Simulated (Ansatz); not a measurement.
# Where N_Cl puts its levels in the gap of K2NaCl3 (P-3m1)

Wanted: the transition levels of a substitutional impurity in K2NaCl3 (P-3m1), from a cell of 54 host atoms with 1 Cl taken out and 1 N put in.

Method: place-levels on PBEsol runs: charge-transition levels and formation energies with image-charge correction and potential alignment at the atomic sites, in Ansatz 0.2.0.

## 1. Starting point

The cell holds 54 atoms: 18 K, 9 Na, 26 Cl and 1 N. Cell: a = 12.754 Å, b = 12.754 Å, c = 10.514 Å, α = 90.0°, β = 90.0°, γ = 120.0°. It derives from K2NaCl3 (space group P-3m1). Nearest the centre at fractional (0.667, 0.667, 0.500): N54 at 0.00 Å, K32 at 3.09 Å, K43 at 3.09 Å, K50 at 3.09 Å, K49 at 3.09 Å, K25 at 3.09 Å, K26 at 3.09 Å, Cl42 at 4.25 Å.

Coordinates:

```xyz
54
Lattice="12.7542 0.0000 0.0000 -6.3771 11.0455 0.0000 0.0000 0.0000 10.5135" Properties=species:S:1:pos:R:3 pbc="T T T"
K     0.0000    2.4546    7.1259
K     2.1257    1.2273    3.3877
Na    0.0000    0.0000    0.0000
Cl    0.0000    2.4546    1.5168
Cl    2.1257    1.2273    8.9968
Cl    0.0000    0.0000    5.2568
K    -2.1257    6.1364    7.1259
K     0.0000    4.9091    3.3877
Na   -2.1257    3.6818    0.0000
Cl   -2.1257    6.1364    1.5168
Cl    0.0000    4.9091    8.9968
Cl   -2.1257    3.6818    5.2568
K    -4.2514    9.8182    7.1259
K    -2.1257    8.5909    3.3877
Na   -4.2514    7.3637    0.0000
Cl   -4.2514    9.8182    1.5168
Cl   -2.1257    8.5909    8.9968
Cl   -4.2514    7.3637    5.2568
K     4.2514    2.4546    7.1259
K     6.3771    1.2273    3.3877
Na    4.2514    0.0000    0.0000
Cl    4.2514    2.4546    1.5168
Cl    6.3771    1.2273    8.9968
Cl    4.2514    0.0000    5.2568
K     2.1257    6.1364    7.1259
K     4.2514    4.9091    3.3877
Na    2.1257    3.6818    0.0000
Cl    2.1257    6.1364    1.5168
Cl    4.2514    4.9091    8.9968
Cl    2.1257    3.6818    5.2568
K     0.0000    9.8182    7.1259
K     2.1257    8.5909    3.3877
Na    0.0000    7.3637    0.0000
Cl    0.0000    9.8182    1.5168
Cl    2.1257    8.5909    8.9968
Cl    0.0000    7.3637    5.2568
K     8.5028    2.4546    7.1259
K    10.6285    1.2273    3.3877
Na    8.5028    0.0000    0.0000
Cl    8.5028    2.4546    1.5168
Cl   10.6285    1.2273    8.9968
Cl    8.5028    0.0000    5.2568
K     6.3771    6.1364    7.1259
K     8.5028    4.9091    3.3877
Na    6.3771    3.6818    0.0000
Cl    6.3771    6.1364    1.5168
Cl    8.5028    4.9091    8.9968
Cl    6.3771    3.6818    5.2568
K     4.2514    9.8182    7.1259
K     6.3771    8.5909    3.3877
Na    4.2514    7.3637    0.0000
Cl    4.2514    9.8182    1.5168
Cl    6.3771    8.5909    8.9968
N     4.2514    7.3637    5.2568
```

Screening for the image-charge correction: ε∞ = 2.45, ε0 = (5.79, 5.79, 5.54), from a response run on this crystal (DFPT, PBEsol) at that run's own cell.

The cell's shortest repeat is 10.5 Å.

## 2. The runs of each charge state

Levels follow from differences of total energies between charge states, each relaxed by itself.

Each atom starts 0.05 Å or so off its site in a random direction: a symmetric start keeps its symmetry, and would miss off-centre moves and Jahn–Teller distortions. Forces are taken at one point at (¼, ¼, ¼). The cell holds 2 electrons more than the neutral one, with a uniform background that keeps it neutral on the whole.

The sampling was tested on the host first: at the k-points planned (1x1x1 shifted 0.25 0.25 0.25) its energy lies -0.001 eV an atom from the dense-mesh value, under the bound of 0.02 eV set for this test; that bounds the host's error, not the defect's.

One state's input; the others differ in charge, spin, start and seed, and in occupations where the table says so.

File qm2.relax/input.yaml:

```yaml
crystal:
  lattice:
    - [4.25140952, 0.0, 0.0]
    - [-2.12570476, 3.68182865, 0.0]
    - [0.0, 0.0, 10.51352333]
  atoms:
    - { symbol: K, position: [0.33333333, 0.66666667, 0.67778039] }
    - { symbol: K, position: [0.66666667, 0.33333333, 0.32221961] }
    - { symbol: Na, position: [0.0, 0.0, 0.0] }
    - { symbol: Cl, position: [0.33333333, 0.66666667, 0.14426665] }
    - { symbol: Cl, position: [0.66666667, 0.33333333, 0.85573335] }
    - { symbol: Cl, position: [0.0, 0.0, 0.5] }
  supercell: [3, 3, 1]
  defects: [{ substitution: { at: 53, symbol: "N" } }]
total_charge: -2
basis:
  ecutwfc: 420
  xc_grid: 2
hamiltonian:
  xc: pbesol
kpoints:
  mp_grid: { grid: [1, 1, 1], shift: [0.25, 0.25, 0.25] }
scf:
  occupations: { method: fixed }
  max_iter: 80
output:
  forces: true
  charged_corrections: { epsilon: 2.45, static_epsilon: [5.79, 5.79, 5.54] }
relax:
  f_tol: 0.02
  max_steps: 80
  random_displacement: { amplitude: 0.05, seed: 4017 }
checkpoint:
  write: "../qm2.relax.run"
  compress: false
  write_wavefunctions: true
  write_every: 100000
```

Launch:

```sh
$ ansatz run input.yaml --threads 4 --pin off --max-ram 14131MiB --backend cpu --events-out ev --progress --plain --runs-dir out
```

Defect states can disperse in a cell of this size, so the energy is taken again at a 2×2×2 shifted mesh, on the relaxed structure.

The run of this state that the levels use, under PBEsol:

File qm2.point/input.yaml:

```yaml
crystal:
  checkpoint: "../qm2.relax.run"
  host: checkpoint
total_charge: -2
basis:
  ecutwfc: 420
  xc_grid: 2
hamiltonian:
  xc: pbesol
kpoints:
  mp_grid: { grid: [2, 2, 2], shift: [0.5, 0.5, 0.5] }
scf:
  occupations: { method: fermi_dirac, width: 0.01 }
  max_iter: 80
output:
  forces: true
  eigenvalues: true
  charged_corrections:
    epsilon: 2.45
    static_epsilon: [5.79, 5.79, 5.54]
    defect_position: [0.666667, 0.666667, 0.5]
  eigenstates: { localisation: true }
  populations: true
  band_densities: [{ bands: [v1, v1] }, { bands: [c1, c1] }]
  write_density: true
  write_potential: true
  volumetric_format: npy
checkpoint:
  read: "../qm2.relax.run"
  write: "../qm2.point.run"
  compress: false
  write_wavefunctions: false
  write_every: 100000
```

Relaxations under PBEsol at one point at (¼, ¼, ¼); times on 4 threads of Arm Neoverse V2, shared host:

```tsv
charge	moment (μB)	occupations	outcome	steps	largest displacement against the far atoms (Å)	time
−2	0	fixed	converged	5	0.43	81 s
−1	1	fixed	converged	7	0.49	5.4 min
0	0	fixed	not converged	-	-	63 s
0	0	fermi-dirac	converged	3	0.11	1.7 min
0	2	fixed	converged	4	0.11	2.4 min
−2	2	fixed	converged	9	0.49	6.8 min
```

Single points under PBEsol at a 2×2×2 shifted mesh; times on 4 threads of Arm Neoverse V2, shared host:

```tsv
charge	moment (μB)	occupations	outcome	time
−2	0	fermi-dirac	converged	1.7 min
−1	1	fermi-dirac	converged	3.6 min
0	0	fermi-dirac	converged	8.1 min
0	2	fermi-dirac	converged	5.1 min
−2	2	fermi-dirac	converged	3.9 min
```

Distances (Å) from N54 to the nearest atoms after relaxation with PBEsol:

```tsv
charge	moment (μB)	1.	2.	3.	4.	5.	6.
−2	0	K 2.65	K 2.66	K 2.66	K 2.66	K 2.66	K 2.66
−2	2	K 2.60	K 2.60	K 2.82	K 2.82	K 2.82	K 2.83
−1	1	K 2.59	K 2.60	K 2.82	K 2.82	K 2.82	K 2.82
0	0	K 2.97	K 2.97	K 2.97	K 2.98	K 2.98	K 2.98
0	2	K 2.98	K 2.98	K 2.98	K 2.98	K 2.98	K 2.98
```

## 3. place-levels, PBEsol

A charged cell interacts with its images and the background, and its potential has another zero than the host's. place-levels removes the first by a point-charge model, screened by the static dielectric constant since the ions have relaxed around the charge, and the second by comparing potentials at atoms far from the defect.

The host is a run of the defect-free crystal in the same cutoffs, grids and k-points, so that basis and sampling errors cancel in part in the differences. The host is run in a cell of 6 atoms on a matching mesh. Its band edges are searched through the zone by a band path, so the gap is smaller than, or equal to, that on the mesh. Chemical potentials are energies per atom of Cl (Cl2 molecule) and N (N2 molecule), run with the same functional and cutoff.

File levels.point.yaml:

```yaml
host:
  run: host.point.run
states: [qm2.point.run, qm1_M1.point.run, q0.point.run, q0_M2.point.run, qm2_M2.point.run]
geometry_from:
  qm2.point.run: qm2.relax.run
  qm1_M1.point.run: qm1_M1.relax.run
  q0.point.run: q0.relax_smeared.run
  q0_M2.point.run: q0_M2.relax.run
  qm2_M2.point.run: qm2_M2.relax.run
  host.point.run: host.relax.run
chemical_potentials:
  Cl:
    energy: -1060.711994
    dataset: "<sha256 of the dataset>"
  "N":
    energy: -378.471758
    dataset: "<sha256 of the dataset>"
epsilon: 2.45
static_epsilon: [5.79, 5.79, 5.54]
vertical:
  - { from: qm2.point.run, to: qm2.point_neutral.run }
  - { from: qm1_M1.point.run, to: qm1_M1.point_neutral.run }
  - { from: qm2_M2.point.run, to: qm2_M2.point_neutral.run }
```

Launch:

```sh
$ ansatz place-levels levels.point.yaml -- --threads 4 --pin off --max-ram 14131MiB
```

Numbers of over 12 decimals in the logs are rounded to 6 here.

The program printed:

```text
[... repeated set-up lines and file paths are left out, and long positions are rounded to six places ...]
(0/-1) 3.716 eV above the valence edge, 1.274 eV under the conduction edge
(-1/-2) 4.990 eV above the valence edge (+5.483 eV without the band-filling correction), 0.000 eV under the conduction edge
formation energy of charge 0: +7.028 eV with the Fermi level at the valence edge
formation energy of charge -1: +10.744 eV with the Fermi level at the valence edge
formation energy of charge -2: +15.734 eV with the Fermi level at the valence edge
vertical -2 to 0: no energy, since no alignment is typed
  the change from vertical[0].from (qm2.point.run) to vertical[0].to (qm2.point_neutral.run): by its potential at epsilon 2.45 it stands at 0.666 0.666 0.500, with an rms radius of about 2.3 Å (1.3 1.3 1.3 Å across the planes of the cell's vectors); [...]
vertical -1 to 0: no energy, since no alignment is typed
  the change from vertical[1].from (qm1_M1.point.run) to vertical[1].to (qm1_M1.point_neutral.run): by its potential at epsilon 2.45 it stands at 0.667 0.667 0.499, with an rms radius of about 1.7 Å (1.0 1.0 0.9 Å across the planes of the cell's vectors); [...]
vertical -2 to 0: no energy, since no alignment is typed
  the change from vertical[2].from (qm2_M2.point.run) to vertical[2].to (qm2_M2.point_neutral.run): by its spins about the atoms it stands at 0.667 0.667 0.500, with an rms radius of about 2.6 Å (1.5 1.5 1.6 Å across the planes of the cell's vectors); [...]
  edges by pbesol, gap 4.990 eV; the host is sampled to repeats of 25.51 Å
  the defect's cells are sampled to repeats of 25.51 Å, like sampling
  charge 0: +0.000 eV for its dipole among its images, +0.000 omitted
  charge -1: -68621.0542 eV with its correction of +0.385 eV, at epsilon [5.79, 5.79, 5.54], aligned at sites: -0.0689 eV, mean over 35 atomic sites at or beyond 5.26 Å from the defect at [0.6667, 0.6667, 0.5000], with +0.000000 for the charge's moments and [...]
  charge -2: -68614.4641 eV with its correction of +1.394 eV, at epsilon [5.79, 5.79, 5.54], aligned at sites: -0.0654 eV, mean over 35 atomic sites at or beyond 5.26 Å from the defect at [0.6667, 0.6667, 0.5000], with +0.000000 for the charge's moments and [...]
  charge 0: states[2] (q0.point.run) stands 1.317 eV higher, with a moment of 0.00 μB against 2.00
  states[2] (q0.point.run): levels filled in part (TS 0.038 eV): its energy is of no whole electron's
  charge -2: states[4] (qm2_M2.point.run) stands 0.649 eV higher, with a moment of 2.00 μB against 0.00
  of states[3] (q0_M2.point.run): its displacements don't fall off away from the defect: farther atoms stand 0.032 Å off the host's places. [...]
  of states[1] (qm1_M1.point.run): its displacements don't fall off away from the defect: farther atoms stand 0.035 Å off the host's places. [...]
  of states[0] (qm2.point.run): it parts from the run that its charge is read beside by 2 carriers, of which the mean alone is read, by its potential at epsilon 2.45, taken for that of held ions (one typed too small widens it): that is narrow, but one of them [...]
  of states[2] (q0.point.run): its displacements don't fall off away from the defect: farther atoms stand 0.03 Å off the host's places. [...]
  of states[4] (qm2_M2.point.run): it parts from the run that its charge is read beside by 2 carriers, of which the mean alone is read, by the spins about the atoms: that is narrow, but one of them can be a band state's beside narrower ones, where a level is [...]
  of vertical[0].from (qm2.point.run): its displacements don't fall off away from the defect: farther atoms stand 0.012 Å off the host's places. [...]
  vertical[0].to (qm2.point_neutral.run): levels filled in part (TS 0.038 eV): its energy is of no whole electron's
  of vertical[0].to (qm2.point_neutral.run): its displacements don't fall off away from the defect: farther atoms stand 0.012 Å off the host's places. [...]
  of vertical[1].from (qm1_M1.point.run): its displacements don't fall off away from the defect: farther atoms stand 0.035 Å off the host's places. [...]
  vertical[1].to (qm1_M1.point_neutral.run): levels filled in part (TS 0.037 eV): its energy is of no whole electron's
  of vertical[1].to (qm1_M1.point_neutral.run): its displacements don't fall off away from the defect: farther atoms stand 0.035 Å off the host's places. [...]
  of vertical[2].from (qm2_M2.point.run): its displacements don't fall off away from the defect: farther atoms stand 0.038 Å off the host's places. [...]
  vertical[2].to (qm2_M2.point_neutral.run): levels filled in part (TS 0.037 eV): its energy is of no whole electron's
  of vertical[2].to (qm2_M2.point_neutral.run): its displacements don't fall off away from the defect: farther atoms stand 0.038 Å off the host's places. [...]
```

Elapsed: 0.42 s, on 4 threads of Arm Neoverse V2, shared host.

Levels between the charges placed, in eV above the valence top:

```tsv
	gap (eV)	(0/−1)	(−1/−2)
PBEsol	4.99	3.72	4.99
```

Corrections by state:

```tsv
charge	moment (μB)	image terms and alignment (eV)	band filling (eV)	ε used	over the lowest of its charge, as the program ranks them, band filling apart (eV)
0	2.0	0.000	-	-	0.000
−1	1.0	0.385	-	principal values (5.54, 5.79, 5.79)	0.000
−2	0.0	1.394	-0.493	principal values (5.54, 5.79, 5.79)	0.000
0	0.0	0.000	-	-	1.317
−2	2.0	1.204	-	principal values (5.54, 5.79, 5.79)	0.649
```

The charged structures listed were also run neutral, and place-levels reads from each pair, by the potential or the spins, how wide the charge is by which they differ; that can be the carrier of either run.

```tsv
charge	rms radius (Å)	spread where it is widest against the cell (Å)	wide from (Å)	reading
−1	1.7	1.01	1.91	narrow
−2	2.3	1.33	1.82	narrow
```

The neutral runs of these pairs need not share the spin of the lowest neutral state, and very wide values only mean spread over the cell.

From the program's caveats on the states, each cut to its opening words:

- charge 0 (2 μB): its displacements don't fall off away from the defect: farther atoms stand 0.032 Å off the host's places
- charge −1 (1 μB): its displacements don't fall off away from the defect: farther atoms stand 0.035 Å off the host's places
- charge −2: it parts from the run that its charge is read beside by 2 carriers, of which the mean alone is read, by its potential at epsilon 2.45, taken for that of held [...]
- charge −2: a band-filling correction moves a carrier to the host's band edge, which changes its energy by -0.493 eV
- charge −2: its displacements don't fall off away from the defect: farther atoms stand 0.012 Å off the host's places
- charge 0: its displacements don't fall off away from the defect: farther atoms stand 0.03 Å off the host's places
- charge −2 (2 μB): it parts from the run that its charge is read beside by 2 carriers, of which the mean alone is read, by the spins about the atoms: that is narrow, but one of [...]
- charge −2 (2 μB): its displacements don't fall off away from the defect: farther atoms stand 0.038 Å off the host's places
- charge −2 (2 μB): its moments are held at its close (magnetization.spin_locking), by a field of 0.585 eV a Bohr magneton, and its energy and levels are of the state that this [...]

Chemical potentials of the elements' reference phases, run alike. Formation energies (elemental references), with the Fermi level at the valence top and at the conduction bottom (gap 4.99 eV):

```tsv
charge	at valence top (eV)	at conduction bottom (eV)	correction included (eV)
0	7.03	7.03	0.00
−1	10.74	5.75	0.38
−2	15.73	5.75	0.90
```

(Fermi level (eV), lowest formation energy (eV)): (0.00, 7.03), (0.45, 7.03), (0.91, 7.03), (1.36, 7.03), (1.81, 7.03), (2.27, 7.03), (2.72, 7.03), (3.18, 7.03), (3.63, 7.03), (4.08, 6.66), (4.54, 6.21), (4.99, 5.75)

## 4. Another choice

In this try the input is made faulty on purpose, to show what that does.

Another version of the file is tried.

levels.try0.yaml is levels.point.yaml with these lines changed:

```diff
-states: [qm2.point.run, qm1_M1.point.run, q0.point.run, q0_M2.point.run, qm2_M2.point.run]
+states: [qm2.relax.run, qm1_M1.point.run, q0.point.run, q0_M2.point.run, qm2_M2.point.run]
-  qm2.point.run: qm2.relax.run
```

Launch:

```sh
$ ansatz place-levels levels.try0.yaml -- --threads 4 --pin off --max-ram 14131MiB
```

The program printed:

```text
Error: states: the states of charge -2 and -1 were not made alike: the mesh or its shifts (kpoints.further_shifts), scf.occupations
```

The change: a state from another k-mesh.

No levels were formed: the file was rejected.

## 5. Outcome

| Quantity | Value |
| --- | --- |
| gap of the host | 4.99 eV (PBEsol) |
| level (0/minus 1) | 3.72 eV above the valence top |
| level (minus 1/minus 2) | 4.99 eV above the valence top, at the conduction bottom (5.48 eV above the valence top without the band-filling term) |
| lowest of the charges placed, just above the valence top (0.02 eV) | 0 |
| lowest of the charges placed, just below the conduction bottom (0.02 eV) | −1 |
| lowest formation energy at mid-gap of the charges run, elemental references | 7.03 eV |

In words: Of the charges placed (−2, −1 and 0), the lowest changes at 3.72 eV (0/−1) above the valence top, in a gap of 4.99 eV. Charges above 0 were not placed, so these runs say nothing of levels that involve them. States placed: 0 at 2 μB and 0 μB; −1 at 1 μB; −2 at 0 μB and 2 μB. Other spin states or structures, where not listed, weren't placed. The program finds carriers beyond a band edge of the host and adds a band-filling term at charge −2 (-0.49 eV); steps to such a charge show no bound level, and a defect level inside a band would be read the same way. N is taken at its element; compounds, which aren't counted here, bound the chemical potentials and would shift these formation energies. Keep in mind: PBEsol makes the gap too small and tends to spread out bound carriers; where a gas molecule sets a chemical potential or the host's formation energy, its binding is uncorrected.

[Logs are printed without paths, hosts, clocks, repeated set-up lines and the standing remarks that a program may print on its own settings, such as how far it seeks lower states.]

[Hosts, paths, dates, database ids (printed as entryN), source tags and the programs' standing remarks are cut or masked in the printed files.]

[Where a table of states has a column of steps, it counts the stored structures, which are thinned; the runs took as many ionic steps or more.]

[A defect's name tells the site on which it was built; relaxed atoms can leave that site.]

[For some hosts the program warned that the k-mesh of the response run may be too coarse for force constants and the static dielectric constant; such warnings are not shown here.]
